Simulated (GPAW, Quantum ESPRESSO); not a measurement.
# O K ELNES/XANES of Ti6O (P-31m) from DFT, part 2 of 2

Aim: the O K edge of Ti6O (P-31m) by two routes, a Lanczos recursion (XSpectra) and a sum over empty bands (GPAW), to see which features are robust.

Quantum ESPRESSO 7.5 and GPAW 26.7.0; core-hole supercells, plane-wave PAW LDA.

So far. Step 8 (Spectrum with XCH, O atom 7 (Quantum ESPRESSO)): The total-energy difference is 535.92 eV. One term is added: -8.83 eV, since the hole is spin-paired here and a spin-polarised one costs that much less in the free atom (computed apart). The photon energy is then 527.09 eV. The functional leaves an error in such absolute values: in the free atom LDA prices this hole 4.1 eV below PBE (computed apart), and PBE is itself good to a few eV.

**11. Spectrum without a core hole, O atom 7 (GPAW)**

Without a hole the spectrum is the empty density of states of the right symmetry on the absorber, weighted by matrix elements. It needs only the small cell and serves as the baseline. The data set with a hole of occupation 0 only carries the core orbital.

File xas.py:

```python
import numpy as np
from ase import Atoms
from ase.parallel import parprint, paropen
from gpaw import GPAW, PW, FermiDirac, Mixer, MixerDif, setup_paths
from gpaw.test import gen
setup_paths.insert(0, '.')
gen('O', name='nch1s', xcname='LDA', corehole=(1, 0, 0), write_xml=True)
from gpaw.mpi import world
world.barrier()

atoms = Atoms('Ti6O',
    cell=[[5.13, 0, 0],
     [-2.565, 4.44271032, 0],
     [0, 0, 4.74]],
    scaled_positions=[[0.333, 0.333, 0.75],
     [0.667, 0, 0.75],
     [0, 0.667, 0.75],
     [0.667, 0.667, 0.25],
     [0, 0.333, 0.25],
     [0.333, 0, 0.25],
     [0, 0, 0]],
    pbc=True)
atoms.calc = calc = GPAW(legacy_gpaw=True, mode=PW(500), xc='LDA', setups={6: 'nch1s'},
    kpts={'size': (8, 8, 7), 'gamma': True}, occupations=FermiDirac(0.1),
    charge=0, mixer=Mixer(0.1, 5, 50), maxiter=150,
    convergence={'density': 0.0001}, txt='scf.txt')
energy = atoms.get_potential_energy() + calc.get_reference_energy()
ef = calc.get_fermi_level()
out = dict(energy=energy, fermi=ef, forces=atoms.get_forces().tolist())
parprint(f'all-electron energy {energy:.4f} eV, Fermi level {ef:.4f} eV')
ev = np.array([[calc.get_eigenvalues(k, s) for k in range(len(calc.get_ibz_k_points()))] for s in range(calc.get_number_of_spins())])
out['homo'], out['lumo'], out['counts'] = ev[ev < ef].max(), ev[ev > ef].min(), sorted(set((ev < ef).sum((0, 2)).tolist()))
out['filled'] = (ev[:, 0] < ef).sum(1).tolist()

from ase.units import Ha
from gpaw.xas import dipole_matrix_elements
nb = int(calc.get_number_of_electrons() / 2) + 97
top, nb = nb, nb + 8 + nb // 12
nscf = calc.fixed_density(kpts={'size': (6, 6, 6), 'gamma': True}, nbands=nb,
    convergence={'bands': top, 'eigenstates': 1e-5}, maxiter=60, txt='nscf.txt')
cell = atoms.cell.array
ops = [cell.T @ U.T @ np.linalg.inv(cell.T) for U in nscf.wfs.kd.symmetry.op_scc]
E = np.arange(-25, 34, 0.1)
fwhm = np.interp(E, [4, 25], [0.9, 3.5])
Y, X, zero, highest = 0, 0, 1e9, 1e9
for spin in range(nscf.get_number_of_spins()):
    wfs = nscf.wfs
    A = dipole_matrix_elements(wfs.setups[6])
    eps = np.zeros((wfs.kd.nibzkpts, nb))
    d = np.zeros((3, A.shape[1], wfs.kd.nibzkpts, nb), complex)
    for kpt in wfs.kpt_u:
        if kpt.s == spin and 6 in kpt.P_ani:
            eps[kpt.k] = kpt.eps_n * Ha
            d[:, :, kpt.k] = (kpt.weight * wfs.nspins / 2) ** 0.5 * np.inner(A, kpt.P_ani[6])
    world.sum(eps)
    world.sum(d)
    T = np.einsum('amkn,bmkn->abkn', d, d.conj()).real
    T = sum(np.einsum('ai,ijkn,bj->abkn', R, T, R) for R in ops) / len(ops)
    empty = eps > ef
    zero, highest = min(zero, eps[empty].min()), min(highest, eps[:, top - 1].min())
    lines = [(eps, T, empty)] if spin == 0 else lines + [(eps, T, empty)]
for eps, T, empty in lines:
    f = np.einsum('aakn->akn', T).reshape(3, -1)
    x = eps.ravel() - zero
    w = np.interp(x, E, fwhm) / 2.35482
    g = np.exp(-0.5 * ((E[:, None] - x) / w) ** 2) / (w * (2 * np.pi) ** 0.5)
    Y = Y + (f * empty.ravel()) @ g.T
    X = X + (f * ~empty.ravel()) @ g.T
out.update(E=E.round(2).tolist(), xas=Y.tolist(), xes=X.tolist(), zero=zero, valid=highest - zero, nk=len(eps), nb=nb)
for i in range(0, len(E), 10):
    parprint(f'{E[i]:7.2f}', *(f'{v:10.3e}' for v in Y[:, i]))
import json
with paropen('out.json', 'w') as f:
    json.dump(out, f)
```

Run with:

```
$ OMP_NUM_THREADS=1 mpirun -n 4 gpaw python xas.py
```

Elapsed: 7.1 min, on 4 MPI ranks of Arm Neoverse V1, shared host; peak memory 0.48 GiB.

The O K spectrum, O atom 7, no core hole (energy from the lowest empty level; intensity scaled to a mean of 1 over the first 20 eV; polarised curves are means over the symmetry-equivalent atoms):

| E (eV) | isotropic | ε ⊥ c | ε ∥ c |
| --- | --- | --- | --- |
| -2.0 | 0.00 | 0.00 | 0.00 |
| -1.4 | 0.00 | 0.00 | 0.00 |
| -0.8 | 0.00 | 0.00 | 0.00 |
| -0.2 | 0.07 | 0.08 | 0.05 |
| 0.4 | 0.27 | 0.30 | 0.21 |
| 1.0 | 0.60 | 0.65 | 0.52 |
| 1.6 | 1.39 | 1.52 | 1.12 |
| 2.2 | 2.41 | 2.65 | 1.92 |
| 2.8 | 2.13 | 2.08 | 2.23 |
| 3.4 | 2.51 | 2.25 | 3.01 |
| 4.0 | 2.45 | 2.27 | 2.82 |
| 4.6 | 2.01 | 2.08 | 1.88 |
| 5.2 | 1.51 | 1.56 | 1.40 |
| 5.8 | 1.06 | 1.08 | 1.00 |
| 6.4 | 0.82 | 0.85 | 0.77 |
| 7.0 | 0.53 | 0.58 | 0.43 |
| 7.6 | 0.37 | 0.42 | 0.27 |
| 8.2 | 0.34 | 0.37 | 0.28 |
| 8.8 | 0.43 | 0.44 | 0.40 |
| 9.4 | 0.63 | 0.64 | 0.62 |
| 10.0 | 0.93 | 0.88 | 1.01 |
| 10.6 | 1.18 | 1.04 | 1.48 |
| 11.2 | 1.18 | 0.98 | 1.59 |
| 11.8 | 0.95 | 0.81 | 1.24 |
| 12.4 | 0.74 | 0.71 | 0.81 |
| 13.0 | 0.65 | 0.70 | 0.57 |
| 13.6 | 0.64 | 0.72 | 0.48 |
| 14.2 | 0.67 | 0.78 | 0.45 |
| 14.8 | 0.71 | 0.85 | 0.44 |
| 15.4 | 0.75 | 0.89 | 0.47 |
| 16.0 | 0.78 | 0.89 | 0.56 |
| 16.6 | 0.79 | 0.86 | 0.66 |
| 17.2 | 0.79 | 0.82 | 0.73 |
| 17.8 | 0.78 | 0.80 | 0.75 |
| 18.4 | 0.75 | 0.77 | 0.72 |
| 19.0 | 0.70 | 0.72 | 0.68 |
| 19.6 | 0.65 | 0.63 | 0.68 |
| 20.2 | 0.61 | 0.55 | 0.74 |
| 20.8 | 0.61 | 0.50 | 0.84 |
| 21.4 | 0.65 | 0.50 | 0.94 |
| 22.0 | 0.70 | 0.55 | 0.99 |
| 22.6 | 0.75 | 0.63 | 0.99 |
| 23.2 | 0.78 | 0.71 | 0.93 |
| 23.8 | 0.80 | 0.77 | 0.85 |
| 24.4 | 0.80 | 0.81 | 0.77 |
| 25.0 | 0.79 | 0.83 | 0.70 |
| 25.6 | 0.76 | 0.82 | 0.65 |
| 26.2 | 0.74 | 0.80 | 0.60 |
| 26.8 | 0.70 | 0.77 | 0.56 |
| 27.4 | 0.67 | 0.74 | 0.53 |
| 28.0 | 0.65 | 0.72 | 0.51 |
| 28.6 | 0.64 | 0.70 | 0.52 |
| 29.2 | 0.64 | 0.69 | 0.54 |
| 29.8 | 0.64 | 0.68 | 0.57 |
| 30.4 | 0.65 | 0.68 | 0.59 |
| 31.0 | 0.65 | 0.68 | 0.60 |
| 31.6 | 0.66 | 0.68 | 0.61 |

Main maxima below 24 eV (height): 2.3 eV (2.45), 3.7 eV (2.67), 10.9 eV (1.22) and 17.0 eV (0.79). 

The same matrix elements for filled bands give the O K emission of O atom 7 (ground-state approximation; energy from the lowest empty level, largest value 1):

| E (eV) | emission |
| --- | --- |
| -24.00 | 0.00 |
| -23.25 | 0.00 |
| -22.50 | 0.00 |
| -21.75 | 0.00 |
| -21.00 | 0.00 |
| -20.25 | 0.00 |
| -19.50 | 0.00 |
| -18.75 | 0.00 |
| -18.00 | 0.00 |
| -17.25 | 0.00 |
| -16.50 | 0.00 |
| -15.75 | 0.00 |
| -15.00 | 0.00 |
| -14.25 | 0.00 |
| -13.50 | 0.00 |
| -12.75 | 0.00 |
| -12.00 | 0.00 |
| -11.25 | 0.00 |
| -10.50 | 0.00 |
| -9.75 | 0.00 |
| -9.00 | 0.00 |
| -8.25 | 0.02 |
| -7.50 | 0.66 |
| -6.75 | 0.61 |
| -6.00 | 0.01 |
| -5.25 | 0.00 |
| -4.50 | 0.01 |
| -3.75 | 0.01 |
| -3.00 | 0.02 |
| -2.25 | 0.03 |
| -1.50 | 0.04 |
| -0.75 | 0.02 |
| 0.00 | 0.01 |
| 0.75 | 0.00 |
| 1.50 | 0.00 |
| 2.25 | 0.00 |
| 3.00 | 0.00 |

Emission maxima: -7.2 eV (1.00).

**12. Supercell without a hole, the energy reference (GPAW)**

Total energies of two programs can't be mixed, so the cell and mesh of GPAW's hole run get a reference energy of their own.

File scf.py:

```python
import numpy as np
from ase import Atoms
from ase.parallel import parprint, paropen
from gpaw import GPAW, PW, FermiDirac, Mixer, MixerDif, setup_paths
from gpaw.test import gen
setup_paths.insert(0, '.')
gen('O', name='nch1s', xcname='LDA', corehole=(1, 0, 0), write_xml=True)
from gpaw.mpi import world
world.barrier()

atoms = Atoms('Ti12O2',
    cell=[[2.565, -4.44271032, 0],
     [-2.565, -4.44271032, 0],
     [0, 0, -9.48]],
    scaled_positions=[[0, 0.667, 0.625],
     [0, 0.667, 0.125],
     [0.667, 0.333, 0.625],
     [0.667, 0.333, 0.125],
     [0.333, 0, 0.625],
     [0.333, 0, 0.125],
     [0, 0.333, 0.875],
     [0, 0.333, 0.375],
     [0.667, 0, 0.875],
     [0.667, 0, 0.375],
     [0.333, 0.667, 0.875],
     [0.333, 0.667, 0.375],
     [0, 0, 0],
     [0, 0, 0.5]],
    pbc=True)
atoms.calc = calc = GPAW(legacy_gpaw=True, mode=PW(500), xc='LDA', setups={12: 'nch1s'},
    kpts={'size': (5, 5, 3), 'gamma': True}, occupations=FermiDirac(0.1),
    charge=0, mixer=Mixer(0.1, 5, 50), maxiter=150,
    convergence={'density': 0.0001}, txt='scf.txt')
energy = atoms.get_potential_energy() + calc.get_reference_energy()
ef = calc.get_fermi_level()
out = dict(energy=energy, fermi=ef, forces=atoms.get_forces().tolist())
parprint(f'all-electron energy {energy:.4f} eV, Fermi level {ef:.4f} eV')
ev = np.array([[calc.get_eigenvalues(k, s) for k in range(len(calc.get_ibz_k_points()))] for s in range(calc.get_number_of_spins())])
out['homo'], out['lumo'], out['counts'] = ev[ev < ef].max(), ev[ev > ef].min(), sorted(set((ev < ef).sum((0, 2)).tolist()))
out['filled'] = (ev[:, 0] < ef).sum(1).tolist()
import json
with paropen('out.json', 'w') as f:
    json.dump(out, f)
```

Run with:

```
$ OMP_NUM_THREADS=1 mpirun -n 4 gpaw python scf.py
```

Elapsed: 2.9 min, on 4 MPI ranks; peak memory 0.4 GiB.

Reference energy: -282255.317 eV with the cores included.

**13. Spectrum with XCH, O atom 7 (GPAW)**

The holes are 5.1 Å apart. The excited electron is kept in the cell, where it fills the lowest empty states and screens the hole. After the field has converged, empty bands are computed with the density fixed and the dipole matrix elements are summed.

xas.py: that of step 11 with these lines changed.

```diff
@@ -6,3 +6,3 @@
 setup_paths.insert(0, '.')
-gen('O', name='nch1s', xcname='LDA', corehole=(1, 0, 0), write_xml=True)
+gen('O', name='fch1s', xcname='LDA', corehole=(1, 0, 1), write_xml=True)
 from gpaw.mpi import world
@@ -10,17 +10,24 @@
 
-atoms = Atoms('Ti6O',
-    cell=[[5.13, 0, 0],
-     [-2.565, 4.44271032, 0],
-     [0, 0, 4.74]],
-    scaled_positions=[[0.333, 0.333, 0.75],
-     [0.667, 0, 0.75],
-     [0, 0.667, 0.75],
-     [0.667, 0.667, 0.25],
-     [0, 0.333, 0.25],
-     [0.333, 0, 0.25],
-     [0, 0, 0]],
+atoms = Atoms('Ti12O2',
+    cell=[[2.565, -4.44271032, 0],
+     [-2.565, -4.44271032, 0],
+     [0, 0, -9.48]],
+    scaled_positions=[[0, 0.667, 0.625],
+     [0, 0.667, 0.125],
+     [0.667, 0.333, 0.625],
+     [0.667, 0.333, 0.125],
+     [0.333, 0, 0.625],
+     [0.333, 0, 0.125],
+     [0, 0.333, 0.875],
+     [0, 0.333, 0.375],
+     [0.667, 0, 0.875],
+     [0.667, 0, 0.375],
+     [0.333, 0.667, 0.875],
+     [0.333, 0.667, 0.375],
+     [0, 0, 0],
+     [0, 0, 0.5]],
     pbc=True)
-atoms.calc = calc = GPAW(legacy_gpaw=True, mode=PW(500), xc='LDA', setups={6: 'nch1s'},
-    kpts={'size': (8, 8, 7), 'gamma': True}, occupations=FermiDirac(0.1),
-    charge=0, mixer=Mixer(0.1, 5, 50), maxiter=150,
+atoms.calc = calc = GPAW(legacy_gpaw=True, mode=PW(500), xc='LDA', setups={12: 'fch1s'},
+    kpts={'size': (5, 5, 3), 'gamma': True}, occupations=FermiDirac(0.1),
+    charge=-1, mixer=Mixer(0.1, 5, 50), maxiter=150,
     convergence={'density': 0.0001}, txt='scf.txt')
@@ -36,5 +43,5 @@
 from gpaw.xas import dipole_matrix_elements
-nb = int(calc.get_number_of_electrons() / 2) + 97
+nb = int(calc.get_number_of_electrons() / 2) + 191
 top, nb = nb, nb + 8 + nb // 12
-nscf = calc.fixed_density(kpts={'size': (6, 6, 6), 'gamma': True}, nbands=nb,
+nscf = calc.fixed_density(kpts={'size': (6, 6, 3), 'gamma': True}, nbands=nb,
     convergence={'bands': top, 'eigenstates': 1e-5}, maxiter=60, txt='nscf.txt')
@@ -42,3 +49,3 @@
 ops = [cell.T @ U.T @ np.linalg.inv(cell.T) for U in nscf.wfs.kd.symmetry.op_scc]
-E = np.arange(-25, 34, 0.1)
+E = np.arange(-6, 34, 0.1)
 fwhm = np.interp(E, [4, 25], [0.9, 3.5])
@@ -47,3 +54,3 @@
     wfs = nscf.wfs
-    A = dipole_matrix_elements(wfs.setups[6])
+    A = dipole_matrix_elements(wfs.setups[12])
     eps = np.zeros((wfs.kd.nibzkpts, nb))
@@ -51,5 +58,5 @@
     for kpt in wfs.kpt_u:
-        if kpt.s == spin and 6 in kpt.P_ani:
+        if kpt.s == spin and 12 in kpt.P_ani:
             eps[kpt.k] = kpt.eps_n * Ha
-            d[:, :, kpt.k] = (kpt.weight * wfs.nspins / 2) ** 0.5 * np.inner(A, kpt.P_ani[6])
+            d[:, :, kpt.k] = (kpt.weight * wfs.nspins / 2) ** 0.5 * np.inner(A, kpt.P_ani[12])
     world.sum(eps)
```

Run with:

```
$ OMP_NUM_THREADS=1 mpirun -n 4 gpaw python xas.py
```

Run time: 12 min. Hardware: 4 MPI ranks; peak memory 0.8 GiB.

The O K spectrum, O atom 7, excited-electron core hole (neutral cell) (energy from the lowest empty level; intensity scaled to a mean of 1 over the first 20 eV; polarised curves are means over the symmetry-equivalent atoms):

| E (eV) | isotropic | ε ⊥ c | ε ∥ c |
| --- | --- | --- | --- |
| -2.0 | 0.00 | 0.00 | 0.00 |
| -1.4 | 0.00 | 0.00 | 0.00 |
| -0.8 | 0.01 | 0.01 | 0.01 |
| -0.2 | 0.13 | 0.14 | 0.11 |
| 0.4 | 0.66 | 0.72 | 0.54 |
| 1.0 | 1.89 | 2.02 | 1.63 |
| 1.6 | 2.97 | 3.16 | 2.58 |
| 2.2 | 2.63 | 2.44 | 3.02 |
| 2.8 | 2.06 | 1.76 | 2.66 |
| 3.4 | 1.89 | 1.81 | 2.04 |
| 4.0 | 1.26 | 1.35 | 1.07 |
| 4.6 | 1.00 | 1.05 | 0.91 |
| 5.2 | 0.75 | 0.76 | 0.74 |
| 5.8 | 0.65 | 0.68 | 0.59 |
| 6.4 | 0.53 | 0.58 | 0.43 |
| 7.0 | 0.38 | 0.44 | 0.27 |
| 7.6 | 0.32 | 0.35 | 0.24 |
| 8.2 | 0.38 | 0.38 | 0.38 |
| 8.8 | 0.63 | 0.61 | 0.68 |
| 9.4 | 0.95 | 0.89 | 1.07 |
| 10.0 | 1.18 | 1.04 | 1.48 |
| 10.6 | 1.19 | 0.98 | 1.62 |
| 11.2 | 0.98 | 0.82 | 1.28 |
| 11.8 | 0.77 | 0.76 | 0.79 |
| 12.4 | 0.70 | 0.79 | 0.51 |
| 13.0 | 0.70 | 0.84 | 0.44 |
| 13.6 | 0.74 | 0.89 | 0.44 |
| 14.2 | 0.79 | 0.96 | 0.45 |
| 14.8 | 0.83 | 1.00 | 0.50 |
| 15.4 | 0.84 | 0.96 | 0.60 |
| 16.0 | 0.83 | 0.89 | 0.73 |
| 16.6 | 0.83 | 0.82 | 0.84 |
| 17.2 | 0.81 | 0.78 | 0.88 |
| 17.8 | 0.80 | 0.76 | 0.86 |
| 18.4 | 0.76 | 0.73 | 0.82 |
| 19.0 | 0.72 | 0.66 | 0.82 |
| 19.6 | 0.69 | 0.59 | 0.87 |
| 20.2 | 0.69 | 0.55 | 0.96 |
| 20.8 | 0.73 | 0.57 | 1.05 |
| 21.4 | 0.79 | 0.64 | 1.09 |
| 22.0 | 0.85 | 0.74 | 1.06 |
| 22.6 | 0.89 | 0.84 | 0.99 |
| 23.2 | 0.92 | 0.93 | 0.90 |
| 23.8 | 0.92 | 0.97 | 0.81 |
| 24.4 | 0.90 | 0.98 | 0.74 |
| 25.0 | 0.87 | 0.96 | 0.69 |
| 25.6 | 0.83 | 0.92 | 0.65 |
| 26.2 | 0.79 | 0.88 | 0.61 |
| 26.8 | 0.75 | 0.84 | 0.59 |
| 27.4 | 0.73 | 0.80 | 0.58 |
| 28.0 | 0.71 | 0.78 | 0.59 |
| 28.6 | 0.72 | 0.77 | 0.62 |
| 29.2 | 0.73 | 0.76 | 0.66 |
| 29.8 | 0.74 | 0.76 | 0.70 |
| 30.4 | 0.76 | 0.77 | 0.74 |
| 31.0 | 0.77 | 0.77 | 0.77 |
| 31.6 | 0.79 | 0.78 | 0.80 |

Main maxima below 24 eV (height): 1.8 eV (3.02), 10.3 eV (1.22), 15.3 eV (0.84) and 23.5 eV (0.92). 

The total-energy difference is 536.13 eV. With the free-atom term of -8.83 eV for this edge, the photon energy is 527.30 eV.

**14. The two programs side by side**

The line shapes differ (Lorentzian half width 0.4 eV up to 4 eV, rising linearly to 1.75 eV at 25 eV (not a setting of the program: the run's 0.4 eV curve was folded afterwards with a further Lorentzian above 4 eV), against Gaussian full width 0.9 eV up to 4 eV, rising linearly to 3.5 eV at 25 eV), so both get a further Gaussian of 1.5 eV full width before they are compared; the Lorentzian tails remain.

| E (eV) | XSpectra | GPAW |
| --- | --- | --- |
| -2.00 | 0.11 | 0.00 |
| -1.25 | 0.19 | 0.02 |
| -0.50 | 0.40 | 0.19 |
| 0.25 | 0.91 | 0.76 |
| 1.00 | 1.69 | 1.78 |
| 1.75 | 2.24 | 2.46 |
| 2.50 | 2.19 | 2.33 |
| 3.25 | 1.86 | 1.87 |
| 4.00 | 1.46 | 1.37 |
| 4.75 | 1.10 | 0.98 |
| 5.50 | 0.85 | 0.73 |
| 6.25 | 0.69 | 0.56 |
| 7.00 | 0.58 | 0.42 |
| 7.75 | 0.56 | 0.40 |
| 8.50 | 0.67 | 0.55 |
| 9.25 | 0.84 | 0.85 |
| 10.00 | 0.97 | 1.07 |
| 10.75 | 0.97 | 1.07 |
| 11.50 | 0.87 | 0.90 |
| 12.25 | 0.79 | 0.76 |
| 13.00 | 0.76 | 0.72 |
| 13.75 | 0.77 | 0.76 |
| 14.50 | 0.78 | 0.80 |
| 15.25 | 0.79 | 0.83 |
| 16.00 | 0.78 | 0.83 |
| 16.75 | 0.77 | 0.82 |
| 17.50 | 0.75 | 0.80 |
| 18.25 | 0.73 | 0.77 |
| 19.00 | 0.70 | 0.72 |
| 19.75 | 0.68 | 0.70 |
| 20.50 | 0.68 | 0.72 |
| 21.25 | 0.70 | 0.77 |
| 22.00 | 0.73 | 0.84 |
| 22.75 | 0.75 | 0.89 |
| 23.50 | 0.75 | 0.91 |
| 24.25 | 0.74 | 0.90 |
| 25.00 | 0.72 | 0.87 |
| 25.75 | 0.69 | 0.82 |
| 26.50 | 0.67 | 0.77 |
| 27.25 | 0.65 | 0.74 |
| 28.00 | 0.63 | 0.72 |
| 28.75 | 0.63 | 0.72 |
| 29.50 | 0.63 | 0.74 |
| 30.25 | 0.64 | 0.75 |
| 31.00 | 0.64 | 0.77 |
| 31.75 | 0.64 | 0.79 |

|  | XSpectra | GPAW |
| --- | --- | --- |
| k mesh of the spectrum | 7×7×3 | 6×6×3 |
| cutoff (eV) | 707 | 500 |
| highest intensity below 16 eV after the common broadening, eV (height) | 2.0 (2.29) | 2.0 (2.49) |
| zero, corrected photon energy (eV) | 527.1 | 527.3 |
| core time, hole field and spectrum | 49 min | 49 min |

**15. With and without the hole**

XSpectra's curves. Both curves are counted from their own zero, so only the shift of weight within the empty states shows.

| E (eV) | no hole | XCH |
| --- | --- | --- |
| -2.0 | 0.06 | 0.09 |
| -1.0 | 0.11 | 0.16 |
| 0.0 | 0.29 | 0.54 |
| 1.0 | 0.75 | 1.76 |
| 2.0 | 1.91 | 2.58 |
| 3.0 | 1.98 | 2.02 |
| 4.0 | 2.18 | 1.32 |
| 5.0 | 1.68 | 0.93 |
| 6.0 | 1.06 | 0.74 |
| 7.0 | 0.64 | 0.51 |
| 8.0 | 0.47 | 0.41 |
| 9.0 | 0.59 | 0.79 |
| 10.0 | 0.81 | 1.14 |
| 11.0 | 1.33 | 1.11 |
| 12.0 | 0.77 | 0.67 |
| 13.0 | 0.73 | 0.77 |
| 14.0 | 0.65 | 0.73 |
| 15.0 | 0.77 | 0.91 |
| 16.0 | 0.77 | 0.82 |
| 17.0 | 0.79 | 0.81 |
| 18.0 | 0.75 | 0.83 |
| 19.0 | 0.79 | 0.68 |
| 20.0 | 0.51 | 0.59 |
| 21.0 | 0.59 | 0.69 |
| 22.0 | 0.69 | 0.81 |
| 23.0 | 0.76 | 0.89 |
| 24.0 | 0.81 | 0.85 |
| 25.0 | 0.74 | 0.84 |
| 26.0 | 0.76 | 0.78 |
| 27.0 | 0.65 | 0.64 |
| 28.0 | 0.53 | 0.60 |
| 29.0 | 0.61 | 0.64 |
| 30.0 | 0.64 | 0.67 |
| 31.0 | 0.59 | 0.69 |
| 32.0 | 0.60 | 0.68 |

With each curve scaled to its own mean, the area from −2 to 6 eV with the hole is 9.7 against 9.6, and the centre of weight from −1 to 20 eV moves by -0.2 eV (first and strongest maxima below 20 eV: 2.4 eV (2.20), 3.6 eV (2.43) and 10.8 eV (1.36) without the hole, 1.9 eV (2.61), 10.4 eV (1.30) and 14.8 eV (0.93) with it); the shape changes all the same, by 35 % r.m.s.

**16. Results**

* absorber and edge: O K, atom 7 of the ground-state input (counted from 1)
* surroundings: 6 Ti at 2.08 Å (octahedral, site symmetry -3m)
* highest intensity below 16 eV (XSpectra, narrow line): 1.9 eV above the zero, height 2.61
* photon energy of the zero, with the added terms: 527.1 eV (raw 535.9 eV; LDA puts this hole about 4 eV below PBE, itself good to a few eV)

In words: The two programs agree closely: 11 % r.m.s. remains over the first 14 eV after a relative shift of 0.0 eV, and their photon-energy zeros differ by 0.2 eV. What differs may come from the PAW partial waves, meshes, cutoffs and line shapes. In XSpectra the O K edge of atom 7, with 6 Ti at 2.08 Å (octahedral, site symmetry -3m), has its highest intensity of the first 16 eV at 1.9 eV above the zero, near 529 eV in photon energy (LDA puts this hole about 4 eV below PBE, itself good to a few eV), 2.6 times the mean level of the first 20 eV (Lorentzian half width 0.4 eV). In XSpectra: With each curve scaled to its own mean, the area from −2 to 6 eV with the hole is 9.7 against 9.6, and the centre of weight from −1 to 20 eV moves by -0.2 eV (first and strongest maxima below 20 eV: 2.4 eV (2.20), 3.6 eV (2.43) and 10.8 eV (1.36) without the hole, 1.9 eV (2.61), 10.4 eV (1.30) and 14.8 eV (0.93) with it); the shape changes all the same, by 35 % r.m.s. In GPAW: With each curve scaled to its own mean, the area from −2 to 6 eV with the hole is 9.5 against 9.7, and the centre of weight from −1 to 20 eV moves by -0.1 eV (first and strongest maxima below 20 eV: 2.3 eV (2.45), 3.7 eV (2.67) and 10.9 eV (1.22) without the hole, 1.8 eV (3.02), 10.3 eV (1.22) and 15.3 eV (0.84) with it); the shape changes all the same, by 42 % r.m.s. In XSpectra, at the O K edge of atom 7 polarisation matters most near 10.8 eV, where the curves differ by 0.6 on this scale. 3 further runs of this session are left out of this account as redundant. The unit cell's mesh shows no gap over 0.35 eV. That is right for a metallic compound; for a small-gap or correlated insulator it would be the fault of the functional or of the assumed magnetic order, and the hole would be screened too well. The holes are only 5.1 Å apart, so the shape is probably not converged with cell size; no larger cell was run here. The structure is a published determination, not relaxed.

[Logs are printed without paths, hosts, clocks, repeated set-up lines and the standing remarks that a program may print on its own settings, such as how far it seeks lower states.]

[Hosts, paths, dates, database ids (printed as entryN), source tags and the programs' standing remarks are cut or masked in the printed files.]

[Lists of maxima count a maximum above −3 eV only where it reaches 4 % of the highest in the window and stands out from its surroundings by 2 % of it (1.5 % where it reaches 55 %); shoulders and weaker maxima are passed over, and of the rest the first, up to two pre-edge ones and the few strongest are named.]
